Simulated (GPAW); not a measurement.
**How PtS2 absorbs and reflects light**

Aim: the dielectric function of PtS2, and the optical constants that follow from it.

Main program and level: GPAW 26.7.0; DFT, PBE, plane-wave PAW (GPAW data sets), scalar-relativistic, RPA, optical limit.

Report form: the programs' logs are mostly left out.

## (1) The structure

Symmetry: P-3m1, No. 164, trigonal system. The conventional cell has a = 3.543 Å, b = 3.543 Å, c = 5.039 Å, α = 90.00°, β = 90.00°, γ = 120.00°. Pt has 6 S at 2.34 Å nearest. Nearest to S lie 3 Pt at 2.34 Å. Farther neighbours and most contacts between anions are not listed.

## (2) Ground state

The self-consistent density comes first; it also tells whether there is a gap, which decides the occupations and the need for a Drude term.

This step: DFT, PBE, plane-wave PAW (GPAW data sets), scalar-relativistic, ground state (GPAW 26.7.0).

gs.py

```python
from ase import Atoms
from ase.dft.bandgap import bandgap
from gpaw import GPAW, PW, FermiDirac

atoms = Atoms(['Pt', 'S', 'S'],
              cell=[[3.543200000006, 0.000000000000, 0.000000000000],
                    [-1.771600000003, 3.068501210694, 0.000000000000],
                    [0.000000000000, 0.000000000000, 5.038800000000]],
              scaled_positions=[[0.000000000000, 0.000000000000, 0.000000000000],
                                [0.666666666667, 0.333333333333, 0.773000000000],
                                [0.333333333333, 0.666666666667, 0.227000000000]],
              pbc=[True, True, True])
atoms.calc = GPAW(mode=PW(400), xc='PBE', kpts={'size': (9, 9, 5), 'gamma': True},
                  occupations=FermiDirac(0.05), maxiter=150, txt='gs.txt')
print('energy (eV)', atoms.get_potential_energy())
print('Fermi level (eV)', atoms.calc.get_fermi_level())
print('valence electrons', atoms.calc.get_number_of_electrons())
print('gap (eV)', bandgap(atoms.calc, output=None)[0])
print('direct gap (eV)', bandgap(atoms.calc, direct=True, output=None)[0])
atoms.calc.write('gs.gpw')
```

The run is started by

```sh
$ OMP_NUM_THREADS=1 python gs.py
```

It took 20 s on 1 thread of Arm Neoverse V1, shared host; peak memory 0.17 GiB.

Read-outs, printed or worked out from the files:

| Item | Value |
| --- | --- |
| energy | -15.44 eV |
| Fermi energy | 7.869 eV |
| gap on the k-mesh | 0.9917 eV |
| direct gap on the mesh | 1.041 eV |
| electrons | 28 |

There is a gap, 0.99 eV on this mesh (points off the mesh can give less), so no carriers' term is needed.

## (3) Bands for the response

The response needs many more empty bands than the density does.

This step: DFT, PBE, plane-wave PAW (GPAW data sets), scalar-relativistic, bands at fixed density (GPAW 26.7.0).

nscf.py

```python
from ase.dft.bandgap import bandgap
from gpaw import GPAW, FermiDirac

calc = GPAW('gs.gpw').fixed_density(kpts={'size': (18, 18, 12), 'gamma': True}, nbands=48, convergence={'bands': 42},
                                    occupations=FermiDirac(0.001), txt='nscf.txt')
print('gap (eV)', bandgap(calc, output=None)[0])
print('direct gap (eV)', bandgap(calc, direct=True, output=None)[0])
print('top band over the Fermi level (eV)', min(calc.get_eigenvalues(kpt=k)[41] for k in range(len(calc.get_ibz_k_points()))) - calc.get_fermi_level())
calc.write('full.gpw', mode='all')
```

The run is started by

```sh
$ OMP_NUM_THREADS=1 python nscf.py
```

The job ended after 7.9 min (1 thread; peak memory 0.55 GiB).

Read-outs, printed or worked out from the files:

| Property | Result |
| --- | --- |
| gap on the k-mesh | 0.7042 eV |
| direct gap on the mesh | 0.9471 eV |

## (4) Dielectric function, RPA

Transitions between filled and empty bands, summed over the zone, give the optical response, so mesh, band count and broadening shape it.

The induced potential is part of this response.

This step: DFT, PBE, plane-wave PAW (GPAW data sets), scalar-relativistic, RPA, optical limit (GPAW 26.7.0).

df.py

```python
from gpaw.response.df import DielectricFunction

df = DielectricFunction('full.gpw', frequencies={'type': 'nonlinear', 'domega0': 0.03, 'omega2': 8},
                        ecut=50,
                        eta=0.2,
                        nbands=42,
                        txt='df.txt')
for direction in ['x', 'z']:
    df.get_dielectric_function(xc='RPA', direction=direction, filename=f'df_{direction}.csv')
```

The run is started by

```sh
$ OMP_NUM_THREADS=1 python df.py
```

Elapsed: 68 s, on 1 thread; peak memory 0.32 GiB.

This step gave:

- electronic dielectric constant ε∞, mean over x, y and z (by symmetry where fewer were run): 14.14

Some rows of df_x.csv (energy; Re and Im without local fields; Re and Im with them):

```text
0.000000, 18.040955, 0.000000, 16.587061, 0.000000
0.555532, 18.998054, 0.817006, 17.443470, 0.731905
1.143969, 22.755964, 4.077300, 20.764358, 3.664280
1.768324, 19.917489, 16.875283, 18.250150, 14.784400
2.431988, 9.956452, 19.492342, 9.895453, 17.449205
3.138794, 2.787954, 16.015308, 3.473276, 14.576405
3.893091, -1.927753, 10.850018, -1.202601, 10.709097
4.699832, -1.223057, 5.826152, -1.060585, 5.793456
5.564682, 1.538342, 4.505690, 1.507986, 4.433929
6.494155, 2.722084, 5.096363, 2.501769, 4.878537
7.495775, 1.312201, 6.839044, 1.311097, 6.649627
8.578281, -1.725974, 5.823113, -1.919808, 5.604951
9.751884, -0.876487, 2.744261, -1.192081, 2.415182
11.028587, 0.114095, 3.140719, 0.003197, 2.484764
12.422601, -0.662384, 3.809895, -0.210151, 3.034023
13.950874, -1.410860, 2.372568, -0.944647, 2.058171
15.633783, -1.357912, 1.421694, -0.660683, 1.332064
17.496047, -0.787901, 0.728021, -0.459401, 0.955060
19.567954, -0.375648, 0.416574, -0.156272, 0.652882
```

Sum at mesh points, not converged in k; values under the direct gap are tails of Lorentzian lines. The Im ε by photon energy; read off at these points:

```
photon energy (eV)  E ∥ x  E ∥ z
               0.0      0      0
               1.0   2.45   3.10
               1.6   12.3   7.05
               2.0   15.5   5.80
               2.4   17.4   4.96
               3.0   15.3   5.69
               4.0   9.92   2.77
               5.0   4.73   1.32
               6.0   4.63   3.13
               6.7   5.40   3.59
               7.0   6.05   3.43
               8.0   6.84   2.96
               9.0   4.08   3.17
              10.0   2.23   2.93
              11.0   2.48   3.03
              12.0   2.88   3.45
              13.0   2.73   2.91
              14.0   2.02   2.29
              15.0   1.49   2.04
              16.0   1.22   1.85
              17.0   1.08   1.73
              18.0  0.830   1.47
              19.0  0.694   1.23
```

Sum at mesh points, not converged in k. The reflectivity at normal incidence by photon energy; read off at these points:

```
photon energy (eV)  E ∥ x (%)  E ∥ z (%)
              0.00       36.7       25.5
              0.50       37.5       26.6
              1.00       40.3       30.0
              1.50       45.0       31.3
              2.00       45.2       26.6
              2.50       46.3       23.9
              3.00       45.4       25.9
              3.50       46.5       26.3
              4.00       45.3       16.2
              4.50       41.3       9.54
              5.00       31.7       8.71
              5.50       23.5       13.4
              6.00       23.8       17.6
              6.50       23.8       17.9
              7.00       28.2       17.6
              7.50       31.9       16.0
              8.00       36.5       15.5
              8.50       41.3       14.9
              9.00       44.5       16.4
              9.50       41.0       17.3
             10.00       30.8       15.7
             10.50       23.6       17.2
             11.00       22.0       17.0
             11.50       21.3       17.2
             12.00       23.3       20.6
             12.50       26.8       20.9
             13.00       31.6       21.6
             13.50       32.3       21.2
             14.00       33.7       20.2
             14.22       34.2       19.6
             14.50       34.1       18.9
             15.00       32.7       18.0
             15.50       31.7       18.4
             16.00       31.0       18.2
             16.50       29.4       17.5
             17.00       29.4       19.9
             17.50       30.5       19.3
             18.00       30.3       19.9
             18.50       28.3       20.1
             19.00       26.9       19.3
             19.50       24.6       19.8
```

Sum at mesh points, not converged in k; values under the direct gap are tails of Lorentzian lines. Table of loss function −Im 1/ε at q → 0 by energy loss; read off at these points:

```
energy loss (eV)    E ∥ x    E ∥ z
             0.0        0        0
             0.5  0.00212  0.00555
             1.0  0.00618   0.0237
             1.5   0.0164   0.0538
             2.0   0.0322   0.0952
             2.5   0.0454    0.106
             3.0   0.0611    0.116
             3.5   0.0730    0.176
             4.0   0.0989    0.306
             4.5    0.140    0.251
             5.0    0.210    0.140
             5.5    0.208   0.0831
             6.0    0.189    0.120
             6.5    0.162    0.153
             7.0    0.144    0.191
             7.5    0.145    0.201
             8.0    0.146    0.220
             8.5    0.156    0.205
             9.0    0.186    0.204
             9.5    0.268    0.242
            10.0    0.399    0.248
            10.5    0.417    0.245
            11.0    0.404    0.272
            11.5    0.386    0.261
            12.0    0.348    0.269
            12.5    0.324    0.315
            13.0    0.334    0.340
            13.5    0.374    0.391
            14.0    0.405    0.436
            14.5    0.463    0.476
            15.0    0.536    0.485
            15.5    0.590    0.514
            16.0    0.668    0.538
            16.5    0.734    0.560
            17.0    0.776    0.577
            17.5    0.851    0.642
            18.0    0.985    0.674
            18.5     1.14    0.747
            19.0     1.29    0.811
            19.5     1.44    0.825
```

Sum at mesh points, not converged in k; values under the direct gap are tails of Lorentzian lines. The Im ε, E ∥ x by photon energy; read off at these points:

```
photon energy (eV)  without local fields  with local fields
              0.00                     0                  0
              0.50                 0.706              0.632
              1.00                  2.72               2.45
              1.50                  11.2               9.92
              2.00                  17.8               15.5
              2.36                  19.5               17.4
              2.43                  19.5               17.4
              2.50                  19.4               17.4
              3.00                  16.8               15.3
              3.50                  14.4               13.7
              4.00                 10.00               9.92
              4.50                  6.83               6.81
              5.00                  4.77               4.73
              5.50                  4.43               4.36
              6.00                  4.70               4.63
              6.50                  5.11               4.89
              7.00                  6.41               6.05
              7.50                  6.84               6.65
              7.91                  6.98               6.87
              8.00                  6.95               6.84
              8.50                  6.08               5.88
              9.00                  4.29               4.08
              9.50                  3.00               2.73
             10.00                  2.63               2.23
             10.50                  3.01               2.38
             11.00                  3.13               2.48
             11.50                  3.33               2.59
             12.00                  3.72               2.88
             12.50                  3.78               3.05
             13.00                  3.15               2.73
             13.50                  2.69               2.33
             14.00                  2.33               2.02
             14.50                  1.98               1.69
             15.00                  1.82               1.49
             15.50                  1.53               1.37
             16.00                  1.19               1.22
             16.50                  1.00               1.15
             17.00                 0.846               1.08
             17.50                 0.727              0.954
             18.00                 0.648              0.830
             18.50                 0.578              0.759
             19.00                 0.486              0.694
             19.50                 0.424              0.656
```

Optical constants at common wavelengths, from n + ik = √ε:

```
wavelength (nm)   n x    k x  R (%) x   1/α x   n z    k z  R (%) z   1/α z
           1550  4.31  0.162     38.9  762 nm  3.28  0.230     28.6  535 nm
           1064  4.59  0.423     41.6  200 nm  3.30  0.658     30.2  129 nm
            800  4.84  1.154     45.4   55 nm  3.10  1.112     31.3   57 nm
            633  4.35  1.755     45.1   29 nm  2.58  1.145     26.9   44 nm
            365  2.83  2.526     46.2   11 nm  2.01  1.386     26.8   21 nm
            308  2.05  2.374     45.1   10 nm  1.44  0.930     15.5   26 nm
            193  1.96  1.206     23.3   13 nm  2.01  0.848     17.8   18 nm
```

Below the direct gap, k and the depth come from the tails of the Lorentzian lines, not from transitions.

Rows near the edge hang on the gap, which this functional as a rule makes too small, and phonon-assisted absorption is left out.

## (5) Results

| Item | Value |
| --- | --- |
| electronic dielectric constant ε∞, mean over x, y and z (by symmetry where fewer were run) (RPA) | 14.1 |

What this shows: At this level (PBE, RPA) PtS2 has a mean ε∞ = 14.1 and n = 4.31 at 1550 nm (E ∥ x). On the mesh the gap is 0.70 eV and the least direct gap 0.95 eV, so on this mesh the band edges lie at different points. Local fields change the static value along x from 18.04 to 16.59 (-8 %). The static values by axis are 16.59 (x), 9.25 (z). Excitons and phonon-assisted transitions are missing; PBE gaps are as a rule too small, which pulls the onset down and ε∞ up. Spin-orbit coupling is left out although heavy atoms are present. In this version of GPAW the matrix elements of the optical limit are incomplete, which can lower ε − 1 by up to a tenth where first-row anions or d states rule, and shift it by more in d metals. The sum runs over mesh points 0.11 Å⁻¹ apart with no interpolation, so peaks are partly noise of the mesh; over so small a direct gap single mesh points weigh heavily, so ε∞, n and their changes from run to run can be far off.

[Machine, clock and banner lines and Python warnings are left out of the logs.]

[Logs are printed without paths, hosts, clocks, repeated set-up lines and the standing remarks that a program may print on its own settings, such as how far it seeks lower states.]

[Hosts, paths, dates, database ids (printed as entryN), source tags and the programs' standing remarks are cut or masked in the printed files.]
